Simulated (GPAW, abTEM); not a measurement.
# Does bonding show in the electron microscope? WS2 monolayer, W vacancy

Question: image and diffraction simulations usually add up neutral spherical atoms. How large is the error for a WS2 monolayer, W vacancy, in scanning-probe images and phase-contrast images?

The sheet lies in the middle of a cell with vacuum above and below. All numbers are calculated.

**1. Find the equilibrium geometry**

The density hangs on the geometry, so the atoms are relaxed first, from slightly displaced sites so that no symmetry traps them, in the host's fixed cell.

Settings: GPAW 26.7.0, PBE, 400 eV, 1×1×1 k-points, Fermi–Dirac width 0.05 eV, BFGS to 0.05 eV/Å.

```console
$ OMP_NUM_THREADS=1 mpirun -n 4 gpaw python run.py > gpaw.log
```

```text
BFGS:    0     -247.797565        1.503945
BFGS:    1     -247.997494        0.915353
BFGS:    2     -248.158886        0.356954
BFGS:    3     -248.183056        0.316161
...
BFGS:    8     -248.286063        0.096512
BFGS:    9     -248.288511        0.069037
BFGS:   10     -248.289923        0.049064
cell  9.5400 11.0158 12.3400  90.00 90.00 90.00
```

After 10 steps the energy has changed by -0.492 eV; the last force printed is 0.049 eV/Å. It took 9.6 min on 4 cores of Arm Neoverse N1 (shared host), peak memory 1.2 GiB.

Shortest distances after relaxation: S–W 2.364 Å, W–W 3.081 Å, S–S 3.104 Å.

**2. The all-electron density**

Fast electrons feel the potential of the nuclei and of all the electrons, so the PAW density is rebuilt with its core regions. Subtracting spherical free atoms from the same code cancels the cores and leaves the deformation density Δρ, the part due to bonding.

Settings: PBE, 500 eV, 2×1×1 k-points, Fermi–Dirac width 0.05 eV; supercell of 35 atoms.

```console
$ OMP_NUM_THREADS=1 mpirun -n 4 gpaw python run.py > gpaw.log
```

```text
|iter:   1|       0s | -252.713917 | +0.22 |       |
|iter:   2|      20s | -252.374320 | -0.97 | -1.11 |
|iter:   3|      41s | -249.404557 | -1.25 | -1.19 |
...
|iter:  17|     315s | -248.398853c| -6.86 | -5.05c|
|iter:  18|     335s | -248.398850c| -7.21 | -5.29c|
|iter:  19|     355s | -248.398848c| -7.47c| -5.59c|
```

```text
grid (100, 120, 128)  electrons 1198.000  moved by bonding 7.749 e
deformation density beyond 0.5 A of the nuclei: max 0.175, min -0.244 e/A^3
```

Deformation density in a plane through the shortest contact of the S atom at the origin, in 0.01 e/Å³ (clipped at ±99); x from -1.6 to 4.0 Å, y from 2.4 down to -2.4 Å:

```text
 -1  12  10  -3  -4   .   .  -7  -9  -2  -1  -2  -2  -2  -2  -1
  1  10   8  -4  -5   .   .  -4  -6  -1   0  -1  -2  -2  -3  -2
 -2   2   2  -2  -2  -2  -6  -5   0   2   1  -1   0   0  -1  -1
 -2  -1   1   5  12  12   4   1   2   1  -2  -5  -1   5   6   2
 -2  -1   0   5  13  13   8   5   1  -5  -7 -10  -5   5   8   3
 -1  -2  -3  -3   .  -4   2  10   2  -6   1   .  -1  -2   1   1
 -1  -1   0  -2   .   .   7  17   7  -4   .   .   2  -7  -4  -2
  0   0   3   8   .  -4   7  12   4  -4  -4   .   1  -6  -2   0
  0   0   1   3   0  -3   1   3   0  -4  -3  -5  -6  -2   2   2
  0   0   0   0  -1  -2  -1   0   2   7  11   6   1   1   2   0
  0   0   0  -1  -1  -1  -2  -1   1   8  12   9   5   3  -2  -5
  0   0   0   0  -1  -1  -2  -2  -3  -2   .  -3   7   6  -4  -3
  0   0   0   0   0  -1  -1  -1   2   .   .   .  12  12  -2  -7
```

Atoms in or within 0.15 Å of the plane: W (2.4, 0.0), W (0.4, 2.4), S (2.1, -2.4), S (0.0, 0.0) Å. Dots mark points within about 0.45 Å of a nucleus; large values next to them are atomic features.

Along the shortest contact from the S atom at the map's origin, S–W at 2.38 Å, Δρ is +0.14 e/Å³ at the midpoint and highest, +0.17, 1.00 Å from S (points within 0.5 Å of a nucleus left out): a bond charge, the mark of covalency, pulled towards S. At the midpoints of other shortest contacts it is +0.14 (W–S, 2.36 Å), +0.02 (W–W, 3.08 Å) and -0.01 (S–S, 3.10 Å) e/Å³. Point values carry grid noise of about 0.01 e/Å³. The run needed 19 iterations, 7.7 min.

Atoms whose charge stands out: S30 -0.155, S31 -0.152, W5 +0.191, W2 +0.192, W1 +0.193, W6 +0.253 e; averages by element: W +0.224, S -0.103 e.

**3. Scanning probe: integrated centre of mass and ABF**

The integrated centre-of-mass signal follows the projected potential of a thin sample, so it responds to any shift of charge; annular bright field is given beside it. The probe is focused on the sheet.

Settings: abTEM 1.0.9, 60 kV, 2×2×1 cells, grid 138×158, 12 slices, atoms at rest, semi-angle 30 mrad, ABF 15–30 mrad, Gaussian source blur σ = 0.35 Å; iCOM in arbitrary units. Columns, named by their atoms per repeat: vacancy (6.44, 5.51), S2_1st (7.98, 6.47), W_2nd (9.52, 5.57), S2_3rd (9.50, 3.69), S2_4th (1.59, 6.45), W_far (3.16, 0.01), S2_far (1.59, 0.96), void (1.67, 4.68) Å; 'void' is a point in the widest open channel, away from the defect; 1st, 2nd and so on count shells round it.

| column | iCOM − void, atoms | bonded | change (%) | ABF, atoms (%) | bonded (%) |
| --- | --- | --- | --- | --- | --- |
| vacancy | -0.0039 | -0.0043 | - | 74.48 | 74.49 |
| S2_1st | 0.0280 | 0.0269 | -4.2 | 71.88 | 71.92 |
| W_2nd | 0.0306 | 0.0304 | -0.6 | 69.21 | 69.19 |
| S2_3rd | 0.0286 | 0.0278 | -2.8 | 71.85 | 71.88 |
| S2_4th | 0.0292 | 0.0284 | -2.8 | 71.79 | 71.81 |
| W_far | 0.0307 | 0.0306 | -0.2 | 69.25 | 69.24 |
| S2_far | 0.0292 | 0.0284 | -2.7 | 71.71 | 71.74 |

Against the void, S2_1st changes by -4.2 % and W_far by -0.2 %. Screening by site charges alone doesn't account for these signs and sizes; the redistribution between atoms, bonds and voids matters as well. At these points the largest ABF change is 0.039 % of the beam. Time: 73 s.

**4. Phase-contrast images through focus**

Defocus sets how strongly, and with which sign, the lens passes each spatial frequency; bonding changes the potential mostly at the lowest ones. Defocus counts from the exit plane, 5.9 Å below the sheet's middle.

Settings: abTEM 1.0.9, 60 kV, 1×1×1 cells, grid 120×138, 12 slices, atoms at rest, Cs 2 μm, focal spread 20 Å, aperture 35 mrad; positive defocus is underfocus. Intensity relative to vacuum, independent atoms / with bonding. Columns, named by their atoms per repeat: vacancy (6.44, 5.51), S2_1st (7.98, 6.47), W_2nd (9.52, 5.57), S2_3rd (9.50, 3.69), S2_4th (1.59, 6.45), W_far (3.16, 0.01), S2_far (1.59, 0.96), void (1.67, 4.68) Å; 'void' is a point in the widest open channel, away from the defect; 1st, 2nd and so on count shells round it.

```csv
defocus (Å),vacancy,S2_1st,W_2nd,S2_3rd,S2_4th,void
-200,0.675 / 0.675,0.806 / 0.814,0.899 / 0.894,0.840 / 0.854,0.751 / 0.762,1.462 / 1.460
-130,1.277 / 1.286,1.460 / 1.446,1.423 / 1.427,1.306 / 1.298,1.413 / 1.408,1.047 / 1.049
20,0.967 / 0.967,0.799 / 0.801,0.695 / 0.694,0.789 / 0.790,0.796 / 0.797,0.958 / 0.957
130,0.835 / 0.833,0.537 / 0.545,0.663 / 0.663,0.605 / 0.610,0.556 / 0.559,1.048 / 1.043
200,1.787 / 1.790,1.457 / 1.449,1.407 / 1.416,1.368 / 1.355,1.490 / 1.476,0.970 / 0.972
```

The largest change at any listed point, and its share of that image's contrast range (maximum minus minimum): 0.014 (1 %) at -200 Å, 0.014 (2 %) at -130 Å, 0.002 (0 %) at 20 Å, 0.008 (1 %) at 130 Å, 0.014 (1 %) at 200 Å.

**5. Answer**

Putting the DFT potential in place of independent atoms changes iCOM column contrast by -4.2 to -0.2 % and phase contrast by up to 2 % of its range. The shortest bond, S–W, has Δρ = +0.14 e/Å³ at its midpoint, a covalent bond charge. Limits: the bonding term is static and added to Lobato atoms; no inelastic scattering; a small supercell, so defects interact.

[Outputs are excerpts: Python notices, other lines and further rows are left out; steps that failed or that the build refused (PBEsol, TPSS) are not shown.]

[Logs are printed without paths, hosts, clocks, repeated set-up lines and the standing remarks that a program may print on its own settings, such as how far it seeks lower states.]
